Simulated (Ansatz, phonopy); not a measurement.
# How CaO (Lime, Fm-3m) expands on warming, part 2 of 2

Aim: the lattice, expansion, heat capacity and bulk modulus of CaO (Lime) as it warms.

Measurements to reproduce:
- heat capacity C_P per formula unit 42.2 J/mol/K and bulk modulus 113 GPa near room temperature (given in “High-Throughput Prediction of Finite-Temperature Properties using the Quasi-Harmonic Approximation”, 2016, arXiv:1603.06924)

Ansatz 0.2.0; DFT LDA, scalar-relativistic, plane waves, PAW.

So far, principal linear expansion coefficients at 298 K (× 1e-6/K): step 6 (phonons on strained cells, cutoff 550 eV, k-mesh 8×8×8) 11.7. Also isothermal bulk modulus at 298 K (GPa): step 6 120. The relaxed cell has a = 4.708 Å (conventional setting).

## 7. Quasi-harmonic fit by phonopy

This step: DFT LDA, scalar-relativistic, plane waves, PAW (phonopy 4.10.0).

This step gave:

```yaml
volume_expansion_coefficient_at_300_k: 34.91 1e-6/K
isothermal_bulk_modulus_at_300_k: 120.2 GPa
c_p_at_300_k: 21.35 J/mol-atom/K
grueneisen_parameter_at_300_k: 1.593
```

The energy (each curve on its own zero) by volume; values in meV/atom:

| volume (Å³/atom) | static | F at 0 K | F at 300 K | F at 1200 K |
| --- | --- | --- | --- | --- |
| 13.046 | 0 | 2.92 | 5.03 | 17.6 |
| 13.243 | 1.19 | 2.84 | 4.09 | 11.4 |
| 13.507 | 6.22 | 6.18 | 6.23 | 6.35 |
| 13.743 | 13.8 | 12.2 | 11.1 | 4.64 |
| 13.984 | 24.1 | 21.1 | 18.7 | 5.3 |

Phonopy-qha, vinet fit of F(V) at each temperature. Qha vinet, by row:

| T (K) | fitted volume (Å³/atom) | alpha_V (1e-6/K) | B_T (GPa) | C_P (J/mol-atom/K) | Grueneisen |
| --- | --- | --- | --- | --- | --- |
| 100 | 13.16 | 12.03 | 124.9 | 7.442 | 1.534 |
| 150 | 13.17 | 21.29 | 124 | 13.41 | 1.545 |
| 200 | 13.18 | 27.79 | 122.8 | 17.34 | 1.572 |
| 250 | 13.2 | 32.03 | 121.5 | 19.78 | 1.585 |
| 300 | 13.23 | 34.91 | 120.2 | 21.35 | 1.593 |
| 350 | 13.25 | 37.02 | 118.8 | 22.42 | 1.6 |
| 400 | 13.28 | 38.68 | 117.4 | 23.19 | 1.606 |
| 450 | 13.3 | 40.07 | 115.9 | 23.77 | 1.613 |
| 500 | 13.33 | 41.29 | 114.4 | 24.23 | 1.619 |
| 550 | 13.36 | 42.42 | 112.9 | 24.6 | 1.626 |
| 600 | 13.38 | 43.48 | 111.3 | 24.92 | 1.634 |
| 650 | 13.41 | 44.52 | 109.7 | 25.2 | 1.642 |
| 700 | 13.44 | 45.55 | 108.1 | 25.45 | 1.65 |
| 750 | 13.48 | 46.58 | 106.5 | 25.69 | 1.659 |
| 800 | 13.51 | 47.64 | 104.8 | 25.91 | 1.668 |
| 850 | 13.54 | 48.72 | 103.1 | 26.13 | 1.677 |
| 900 | 13.57 | 49.84 | 101.4 | 26.34 | 1.687 |
| 950 | 13.61 | 51.01 | 99.62 | 26.56 | 1.697 |
| 1000 | 13.64 | 52.22 | 97.82 | 26.77 | 1.708 |
| 1050 | 13.68 | 53.5 | 96 | 26.99 | 1.719 |
| 1100 | 13.72 | 54.85 | 94.14 | 27.22 | 1.731 |
| 1150 | 13.75 | 56.27 | 92.25 | 27.46 | 1.743 |

The volume expansion coefficient by temperature; values in 1e-6/K:

| temperature (K) | phonopy-qha, Vinet | Ansatz's own study |
| --- | --- | --- |
| 100 | 12.0 | 12.2 |
| 150 | 21.3 | 21.9 |
| 200 | 27.8 | 28.2 |
| 250 | 32.0 | 32.2 |
| 300 | 34.9 | 35.0 |
| 350 | 37.0 | 37.1 |
| 400 | 38.7 | 38.7 |
| 450 | 40.1 | 40.1 |
| 500 | 41.3 | 41.3 |
| 550 | 42.4 | 42.4 |
| 600 | 43.5 | 43.5 |
| 650 | 44.5 | 44.5 |
| 700 | 45.5 | 45.5 |
| 750 | 46.6 | 46.6 |
| 800 | 47.6 | 47.6 |
| 850 | 48.7 | 48.7 |
| 900 | 49.8 | 49.8 |
| 950 | 51.0 | 51.0 |
| 1000 | 52.2 | 52.2 |
| 1050 | 53.5 | 53.5 |
| 1100 | 54.9 | 54.8 |
| 1150 | 56.3 | 56.3 |

The fit gives a volume expansion of 34.9 × 10⁻⁶/K at 300 K, against 34.9 at 298 K from the study itself, whose static fit uses more cells.

## 8. The quasi-harmonic study, cutoff 487.2 eV, k-mesh 12×12×12

This step: DFT LDA, scalar-relativistic, plane waves, PAW (Ansatz 0.2.0).

Contents of input.yaml:

```yaml
crystal:
  lattice:
    - [0.0, 2.3539509319, 2.3539509319]
    - [2.3539509319, 0.0, 2.3539509319]
    - [2.3539509319, 2.3539509319, 0.0]
  atoms:
    - { symbol: Ca, position: [0.0, 0.0, 0.0] }
    - { symbol: O, position: [0.5, 0.5, 0.5] }
kpoints:
  mp_grid: { grid: [12, 12, 12] }
hamiltonian:
  xc: lda
scf:
  occupations: { method: fixed }
output:
  eigenvalues: true
phonons:
  method: dfpt
  qmesh: [4, 4, 4]
  temperatures: { t_max: 1200.0, t_step: 50 }
  thermal_expansion: {}
```

The mesh is denser.

Started as:

```sh
$ ansatz run input.yaml --threads 8 --pin off --max-ram 16384MiB --backend cpu --events-out ev --progress --plain --runs-dir out
```

Wall time 4.9 min (8 threads of AMD EPYC 7R43, shared host); peak memory 1.8 GiB.

Numbers from this step:

| Quantity | Value |
| --- | --- |
| pressure | -0.003993 GPa |
| volume expansion coefficient at 298 K | 34.93 1e-6/K |
| Grüneisen parameter at 298 K | 1.598 |
| principal linear expansion coefficients at 298 K | 11.64, 11.64, 11.64 1e-6/K |

Strained cells of the study; zero-point energy where phonons were solved; the pressures are stresses at a fixed cutoff and can carry an offset from the finite basis. Expansion cells, by row:

| cell | \|a\| (Å) | \|b\| (Å) | \|c\| (Å) | V (Å³/atom) | E - E_lowest (meV/atom) | pressure, compression positive (GPa) | gap (eV) | zero-point energy (meV/atom) |
| --- | --- | --- | --- | --- | --- | --- | --- | --- |
| 1 | 3.329 | 3.329 | 3.329 | 13.04 | 0.001 | -0.035 | 3.449 | - |
| 2 | 3.356 | 3.356 | 3.356 | 13.36 | 2.946 | -2.956 | 3.466 | - |
| 3 | 3.303 | 3.303 | 3.303 | 12.74 | 3.047 | 3.209 | 3.43 | - |
| 4 | 3.329 | 3.329 | 3.329 | 13.05 | 0 | -0.061 | 3.449 | 55.91 |
| 5 | 3.346 | 3.346 | 3.346 | 13.24 | 1.195 | -1.924 | 3.46 | 54.63 |
| 6 | 3.368 | 3.368 | 3.368 | 13.51 | 6.22 | -4.198 | 3.472 | 52.95 |
| 7 | 3.387 | 3.387 | 3.387 | 13.74 | 13.74 | -6.033 | 3.481 | 51.47 |
| 8 | 3.407 | 3.407 | 3.407 | 13.98 | 24.04 | -7.726 | 3.489 | 49.99 |
| 9 | 3.296 | 3.296 | 3.296 | 12.66 | 4.737 | 4.051 | 3.425 | - |
| 10 | 3.313 | 3.313 | 3.313 | 12.85 | 1.152 | 1.928 | 3.438 | - |
| 11 | 3.434 | 3.434 | 3.434 | 14.32 | 42.58 | -9.84 | 3.497 | - |

Quasi-harmonic; a, b, c are the run's own cell vectors. Expansion, by row:

| T (K) | a (Å) | b (Å) | c (Å) | alpha (deg) | beta (deg) | gamma (deg) | cell volume (Å³/cell) | alpha_a (1e-6/K) | alpha_b (1e-6/K) | alpha_c (1e-6/K) | alpha_V (1e-6/K) | C_P (J/mol-atom/K) | C_V (J/mol-atom/K) | S (J/mol-atom/K) | B_T (GPa) | B_S (GPa) | Grueneisen | extrapolation | fit error (1e-6/K) |
| --- | --- | --- | --- | --- | --- | --- | --- | --- | --- | --- | --- | --- | --- | --- | --- | --- | --- | --- | --- |
| 0 | 3.338 | 3.338 | 3.338 | 60 | 60 | 60 | 26.3 | 0 | 0 | 0 | 0 | 0 | 0 | 0 | 125.4 | 125.4 | - | 0 | 0 |
| 50 | 3.338 | 3.338 | 3.338 | 60 | 60 | 60 | 26.3 | 0.66 | 0.66 | 0.66 | 1.99 | 1.407 | 1.407 | 0.403 | 125.4 | 125.4 | 1.405 | 0 | 0 |
| 100 | 3.339 | 3.339 | 3.339 | 60 | 60 | 60 | 26.31 | 4.07 | 4.07 | 4.07 | 12.2 | 7.776 | 7.761 | 3.201 | 124.9 | 125.2 | 1.556 | 0 | 0 |
| 150 | 3.339 | 3.339 | 3.339 | 60 | 60 | 60 | 26.33 | 7.28 | 7.28 | 7.28 | 21.84 | 13.61 | 13.54 | 7.528 | 124 | 124.6 | 1.586 | 0 | 0.01 |
| 200 | 3.341 | 3.341 | 3.341 | 60 | 60 | 60 | 26.37 | 9.38 | 9.38 | 9.38 | 28.15 | 17.4 | 17.24 | 12.01 | 122.8 | 123.9 | 1.592 | 0 | 0.01 |
| 250 | 3.343 | 3.343 | 3.343 | 60 | 60 | 60 | 26.41 | 10.74 | 10.74 | 10.74 | 32.22 | 19.78 | 19.53 | 16.16 | 121.5 | 123.1 | 1.595 | 0 | 0.01 |
| 298.1 | 3.344 | 3.344 | 3.344 | 60 | 60 | 60 | 26.45 | 11.64 | 11.64 | 11.64 | 34.93 | 21.28 | 20.93 | 19.78 | 120.2 | 122.2 | 1.598 | 0 | 0.01 |
| 300 | 3.344 | 3.344 | 3.344 | 60 | 60 | 60 | 26.45 | 11.67 | 11.67 | 11.67 | 35.02 | 21.33 | 20.98 | 19.91 | 120.2 | 122.2 | 1.598 | 0 | 0.01 |
| 350 | 3.346 | 3.346 | 3.346 | 60 | 60 | 60 | 26.5 | 12.36 | 12.36 | 12.36 | 37.08 | 22.39 | 21.94 | 23.29 | 118.8 | 121.3 | 1.602 | 0 | 0.01 |
| 400 | 3.349 | 3.349 | 3.349 | 60 | 60 | 60 | 26.55 | 12.9 | 12.9 | 12.9 | 38.71 | 23.16 | 22.6 | 26.33 | 117.4 | 120.3 | 1.607 | 0 | 0.01 |
| 450 | 3.351 | 3.351 | 3.351 | 60 | 60 | 60 | 26.6 | 13.36 | 13.36 | 13.36 | 40.08 | 23.74 | 23.07 | 29.09 | 115.9 | 119.3 | 1.613 | 0 | 0.01 |
| 500 | 3.353 | 3.353 | 3.353 | 60 | 60 | 60 | 26.66 | 13.77 | 13.77 | 13.77 | 41.3 | 24.2 | 23.41 | 31.62 | 114.4 | 118.2 | 1.619 | 0 | 0.01 |
| 550 | 3.355 | 3.355 | 3.355 | 60 | 60 | 60 | 26.71 | 14.14 | 14.14 | 14.14 | 42.41 | 24.57 | 23.68 | 33.94 | 112.9 | 117.2 | 1.626 | 0 | 0.01 |
| 600 | 3.358 | 3.358 | 3.358 | 60 | 60 | 60 | 26.77 | 14.49 | 14.49 | 14.49 | 43.47 | 24.89 | 23.88 | 36.09 | 111.3 | 116.1 | 1.634 | 0 | 0.02 |
| 650 | 3.36 | 3.36 | 3.36 | 60 | 60 | 60 | 26.83 | 14.83 | 14.83 | 14.83 | 44.5 | 25.18 | 24.04 | 38.1 | 109.8 | 115 | 1.641 | 0 | 0.02 |
| 700 | 3.363 | 3.363 | 3.363 | 60 | 60 | 60 | 26.89 | 15.17 | 15.17 | 15.17 | 45.52 | 25.43 | 24.16 | 39.97 | 108.1 | 113.8 | 1.65 | 0 | 0.03 |
| 750 | 3.365 | 3.365 | 3.365 | 60 | 60 | 60 | 26.95 | 15.52 | 15.52 | 15.52 | 46.55 | 25.67 | 24.27 | 41.74 | 106.5 | 112.7 | 1.658 | 0 | 0.03 |
| 800 | 3.368 | 3.368 | 3.368 | 60 | 60 | 60 | 27.01 | 15.87 | 15.87 | 15.87 | 47.6 | 25.9 | 24.35 | 43.4 | 104.8 | 111.5 | 1.667 | 0 | 0.03 |
| 850 | 3.371 | 3.371 | 3.371 | 60 | 60 | 60 | 27.08 | 16.23 | 16.23 | 16.23 | 48.68 | 26.11 | 24.42 | 44.98 | 103.1 | 110.3 | 1.676 | 0 | 0.04 |
| 900 | 3.373 | 3.373 | 3.373 | 60 | 60 | 60 | 27.15 | 16.6 | 16.6 | 16.6 | 49.8 | 26.33 | 24.48 | 46.48 | 101.4 | 109.1 | 1.686 | 0 | 0.04 |
| 950 | 3.376 | 3.376 | 3.376 | 60 | 60 | 60 | 27.21 | 16.99 | 16.99 | 16.99 | 50.96 | 26.54 | 24.53 | 47.91 | 99.65 | 107.8 | 1.696 | 0 | 0.04 |
| 1000 | 3.379 | 3.379 | 3.379 | 60 | 60 | 60 | 27.29 | 17.39 | 17.39 | 17.39 | 52.17 | 26.76 | 24.57 | 49.27 | 97.85 | 106.6 | 1.707 | 0 | 0.03 |
| 1050 | 3.382 | 3.382 | 3.382 | 60 | 60 | 60 | 27.36 | 17.82 | 17.82 | 17.82 | 53.45 | 26.98 | 24.61 | 50.58 | 96.02 | 105.3 | 1.718 | 0 | 0.03 |
| 1100 | 3.385 | 3.385 | 3.385 | 60 | 60 | 60 | 27.43 | 18.27 | 18.27 | 18.27 | 54.8 | 27.21 | 24.64 | 51.84 | 94.15 | 104 | 1.729 | 0 | 0.02 |
| 1150 | 3.388 | 3.388 | 3.388 | 60 | 60 | 60 | 27.51 | 18.74 | 18.74 | 18.74 | 56.22 | 27.45 | 24.67 | 53.06 | 92.25 | 102.6 | 1.741 | 0 | 0.04 |
| 1200 | 3.392 | 3.392 | 3.392 | 60 | 60 | 60 | 27.59 | 19.25 | 19.25 | 19.25 | 57.74 | 27.69 | 24.69 | 54.23 | 90.31 | 101.3 | 1.754 | 0 | 0.07 |

The expansion coefficient by temperature; values in 1e-6/K:

| temperature (K) | volume | principal 1 |
| --- | --- | --- |
| 0 | 0 | 0 |
| 50 | 1.99 | 0.66 |
| 100 | 12.2 | 4.07 |
| 150 | 21.8 | 7.28 |
| 200 | 28.1 | 9.38 |
| 250 | 32.2 | 10.7 |
| 298 | 34.9 | 11.6 |
| 300 | 35.0 | 11.7 |
| 350 | 37.1 | 12.4 |
| 400 | 38.7 | 12.9 |
| 450 | 40.1 | 13.4 |
| 500 | 41.3 | 13.8 |
| 550 | 42.4 | 14.1 |
| 600 | 43.5 | 14.5 |
| 650 | 44.5 | 14.8 |
| 700 | 45.5 | 15.2 |
| 750 | 46.5 | 15.5 |
| 800 | 47.6 | 15.9 |
| 850 | 48.7 | 16.2 |
| 900 | 49.8 | 16.6 |
| 950 | 51.0 | 17.0 |
| 1000 | 52.2 | 17.4 |
| 1050 | 53.5 | 17.8 |
| 1100 | 54.8 | 18.3 |
| 1150 | 56.2 | 18.7 |
| 1200 | 57.7 | 19.2 |

Changing the k-mesh (8×8×8 → 12×12×12) and the cutoff (550 → 487.2 eV) takes the volume expansion at 298 K from 34.9 to 34.9 × 10⁻⁶/K and B_T from 120 to 120 GPa.

## 9. Free-energy fit

This step: DFT LDA, scalar-relativistic, plane waves, PAW (phonopy 4.10.0).

Numbers from this step:

```yaml
volume_expansion_coefficient_at_300_k: 34.9 1e-6/K
```

Energy (each curve on its own zero) against volume; values in meV/atom:

| volume (Å³/atom) | static | F at 0 K | F at 300 K | F at 1200 K |
| --- | --- | --- | --- | --- |
| 13.046 | 0 | 2.92 | 5.02 | 17.5 |
| 13.243 | 1.2 | 2.84 | 4.09 | 11.4 |
| 13.507 | 6.22 | 6.18 | 6.23 | 6.35 |
| 13.743 | 13.7 | 12.2 | 11.1 | 4.64 |
| 13.983 | 24.0 | 21.0 | 18.7 | 5.3 |

Phonopy-qha, vinet fit of F(V) at each temperature. Qha vinet, by row:

| T (K) | fitted volume (Å³/atom) | alpha_V (1e-6/K) | B_T (GPa) | C_P (J/mol-atom/K) | Grueneisen |
| --- | --- | --- | --- | --- | --- |
| 100 | 13.16 | 12.02 | 124.9 | 7.441 | 1.533 |
| 150 | 13.17 | 21.28 | 124 | 13.41 | 1.545 |
| 200 | 13.18 | 27.78 | 122.8 | 17.33 | 1.571 |
| 250 | 13.2 | 32.01 | 121.5 | 19.78 | 1.584 |
| 300 | 13.23 | 34.9 | 120.2 | 21.35 | 1.593 |
| 350 | 13.25 | 37.01 | 118.8 | 22.42 | 1.599 |
| 400 | 13.27 | 38.67 | 117.4 | 23.19 | 1.605 |
| 450 | 13.3 | 40.06 | 115.9 | 23.77 | 1.612 |
| 500 | 13.33 | 41.28 | 114.4 | 24.22 | 1.619 |
| 550 | 13.36 | 42.4 | 112.9 | 24.6 | 1.626 |
| 600 | 13.38 | 43.47 | 111.3 | 24.92 | 1.633 |
| 650 | 13.41 | 44.51 | 109.7 | 25.2 | 1.641 |
| 700 | 13.44 | 45.54 | 108.1 | 25.45 | 1.65 |
| 750 | 13.48 | 46.57 | 106.5 | 25.69 | 1.658 |
| 800 | 13.51 | 47.63 | 104.8 | 25.91 | 1.667 |
| 850 | 13.54 | 48.71 | 103.1 | 26.13 | 1.677 |
| 900 | 13.57 | 49.83 | 101.4 | 26.34 | 1.687 |
| 950 | 13.61 | 51 | 99.59 | 26.56 | 1.697 |
| 1000 | 13.64 | 52.22 | 97.8 | 26.77 | 1.707 |
| 1050 | 13.68 | 53.5 | 95.97 | 26.99 | 1.719 |
| 1100 | 13.72 | 54.84 | 94.11 | 27.22 | 1.73 |
| 1150 | 13.75 | 56.27 | 92.21 | 27.46 | 1.742 |

Table of volume expansion coefficient by temperature; values in 1e-6/K:

| temperature (K) | phonopy-qha, Vinet | Ansatz's own study |
| --- | --- | --- |
| 100 | 12.0 | 12.2 |
| 150 | 21.3 | 21.8 |
| 200 | 27.8 | 28.1 |
| 250 | 32.0 | 32.2 |
| 300 | 34.9 | 35.0 |
| 350 | 37.0 | 37.1 |
| 400 | 38.7 | 38.7 |
| 450 | 40.1 | 40.1 |
| 500 | 41.3 | 41.3 |
| 550 | 42.4 | 42.4 |
| 600 | 43.5 | 43.5 |
| 650 | 44.5 | 44.5 |
| 700 | 45.5 | 45.5 |
| 750 | 46.6 | 46.5 |
| 800 | 47.6 | 47.6 |
| 850 | 48.7 | 48.7 |
| 900 | 49.8 | 49.8 |
| 950 | 51 | 51.0 |
| 1000 | 52.2 | 52.2 |
| 1050 | 53.5 | 53.5 |
| 1100 | 54.8 | 54.8 |
| 1150 | 56.3 | 56.2 |

The fit gives a volume expansion of 34.9 × 10⁻⁶/K at 300 K, against 34.9 at 298 K from the study itself, whose static fit uses more cells.

## 10. Phonons on strained cells, cutoff 487.2 eV, k-mesh 12×12×12

This step: DFT LDA, scalar-relativistic, plane waves, PAW (Ansatz 0.2.0).

Changes to input.yaml since step 8:

```diff
@@ -18,3 +18,3 @@
   method: dfpt
-  qmesh: [4, 4, 4]
+  qmesh: [6, 6, 6]
   temperatures: { t_max: 1200.0, t_step: 50 }
```

Wall time 15 min (8 threads); peak memory 1.8 GiB; 1.8 h of CPU time.

Changing the q-mesh (4×4×4 → 6×6×6) takes the volume expansion at 298 K from 34.9 to 34.9 × 10⁻⁶/K and B_T from 120 to 120 GPa.

## 11. The series together

Times are for 8 threads of AMD EPYC 7R43, shared host. The runs compared:

| no. | functional | cutoff (eV) | k-mesh | q-mesh | method | pressure (GPa) | volume expansion coefficient at 298 K (1e-6/K) | C_P at 298 K (J/mol-atom/K) | isothermal bulk modulus at 298 K (GPa) | time | memory (GiB) |
| --- | --- | --- | --- | --- | --- | --- | --- | --- | --- | --- | --- |
| 1 | lda | 550 | 8×8×8 | 4×4×4 | dfpt | 0 | 34.95 | 21.28 | 120.2 | 2 min | 0.91 |
| 2 | lda | 487.2 | 12×12×12 | 4×4×4 | dfpt | 0 | 34.93 | 21.28 | 120.2 | 4.9 min | 1.8 |
| 3 | lda | 487.2 | 12×12×12 | 6×6×6 | dfpt | 0 | 34.91 | 21.28 | 120.2 | 15 min | 1.8 |

The runs together, line volume. The expansion coefficient, volume by temperature; values in 1e-6/K:

| temperature (K) | lda, 550, 8×8×8, 4×4×4, dfpt, 0 | lda, 487.2, 12×12×12, 4×4×4, dfpt, 0 | lda, 487.2, 12×12×12, 6×6×6, dfpt, 0 |
| --- | --- | --- | --- |
| 0 | 0 | 0 | 0 |
| 50 | 1.99 | 1.99 | 1.99 |
| 100 | 12.2 | 12.2 | 12.2 |
| 150 | 21.9 | 21.8 | 21.8 |
| 200 | 28.2 | 28.1 | 28.1 |
| 250 | 32.2 | 32.2 | 32.2 |
| 298 | 35.0 | 34.9 | 34.9 |
| 300 | 35.0 | 35.0 | 35 |
| 350 | 37.1 | 37.1 | 37.1 |
| 400 | 38.7 | 38.7 | 38.7 |
| 450 | 40.1 | 40.1 | 40.1 |
| 500 | 41.3 | 41.3 | 41.3 |
| 550 | 42.4 | 42.4 | 42.4 |
| 600 | 43.5 | 43.5 | 43.5 |
| 650 | 44.5 | 44.5 | 44.5 |
| 700 | 45.5 | 45.5 | 45.5 |
| 750 | 46.6 | 46.5 | 46.5 |
| 800 | 47.6 | 47.6 | 47.6 |
| 850 | 48.7 | 48.7 | 48.7 |
| 900 | 49.8 | 49.8 | 49.8 |
| 950 | 51.0 | 51.0 | 50.9 |
| 1000 | 52.2 | 52.2 | 52.1 |
| 1050 | 53.5 | 53.5 | 53.4 |
| 1100 | 54.8 | 54.8 | 54.8 |
| 1150 | 56.3 | 56.2 | 56.2 |
| 1200 | 57.8 | 57.7 | 57.7 |

The runs together, line C_P. Table of heat capacity, C_P by temperature; values in J/mol-atom/K:

| temperature (K) | lda, 550, 8×8×8, 4×4×4, dfpt, 0 | lda, 487.2, 12×12×12, 4×4×4, dfpt, 0 | lda, 487.2, 12×12×12, 6×6×6, dfpt, 0 |
| --- | --- | --- | --- |
| 0 | 0 | 0 | 0 |
| 50 | 1.41 | 1.41 | 1.41 |
| 100 | 7.78 | 7.78 | 7.78 |
| 200 | 17.4 | 17.4 | 17.4 |
| 250 | 19.8 | 19.8 | 19.8 |
| 298 | 21.3 | 21.3 | 21.3 |
| 300 | 21.3 | 21.3 | 21.3 |
| 350 | 22.4 | 22.4 | 22.4 |
| 450 | 23.7 | 23.7 | 23.7 |
| 500 | 24.2 | 24.2 | 24.2 |
| 550 | 24.6 | 24.6 | 24.6 |
| 600 | 24.9 | 24.9 | 24.9 |
| 650 | 25.2 | 25.2 | 25.2 |
| 700 | 25.4 | 25.4 | 25.4 |
| 800 | 25.9 | 25.9 | 25.9 |
| 850 | 26.1 | 26.1 | 26.1 |
| 900 | 26.3 | 26.3 | 26.3 |
| 950 | 26.5 | 26.5 | 26.5 |
| 1000 | 26.8 | 26.8 | 26.8 |
| 1100 | 27.2 | 27.2 | 27.2 |
| 1150 | 27.4 | 27.4 | 27.4 |
| 1200 | 27.7 | 27.7 | 27.7 |

## 12. Free-energy fit

This step: DFT LDA, scalar-relativistic, plane waves, PAW (phonopy 4.10.0).

The fit gives a volume expansion of 34.9 × 10⁻⁶/K at 300 K, against 34.9 at 298 K from the study itself, whose static fit uses more cells.

## 13. Outcome

| Property | Result |
| --- | --- |
| settings of these figures | LDA, 487.2 eV, k 12×12×12, q 6×6×6 |
| volume expansion coefficient at 298 K | 34.91 1e-6/K |
| C_P at 298 K | 21.28 J/mol-atom/K |
| entropy at 298 K | 19.79 J/mol-atom/K |
| isothermal bulk modulus at 298 K | 120.2 GPa |
| Grüneisen parameter at 298 K | 1.597 |
| volume at 298 K | 13.22 Å³/atom |
| principal linear expansion coefficients at 298 K | 11.64, 11.64, 11.64 1e-6/K |

Near room temperature CaO (Lime) expands by 34.9 × 10⁻⁶/K in volume by LDA, with C_P = 21.3 J/(mol K) per mole of atoms and B_T = 120 GPa. C_P at room temperature is 85 % of the classical 3R an atom, so the stiffest modes are still partly frozen out. A measured bulk modulus near room temperature is 113 GPa (arXiv:1603.06924); the calculated 120 GPa differs by +6 %. The table does not say whether its value is isothermal or adiabatic. A measured heat capacity per formula unit near room temperature is 42.2 J/mol/K (arXiv:1603.06924); the calculated 42.6 J/mol/K differs by +1 %. Changing the q-mesh, k-mesh and cutoff moves the volume expansion at 298 K between 34.9 and 34.9 × 10⁻⁶/K, while the CPU time spans a factor of 7.6. The PAW files were made for PBE and are used here under another functional, for which the program regenerates the frozen cores. The cell of these runs is 6 % smaller in volume than the database cell; frequencies and all that rests on them shift with it.

[Logs are printed without paths, hosts, clocks, repeated set-up lines and the standing remarks that a program may print on its own settings, such as how far it seeks lower states.]

[Hosts, paths, dates, database ids (printed as entryN), source tags and the programs' standing remarks are cut or masked in the printed files.]

[A step with changed settings may run another functional than the one named; its input shows which.]
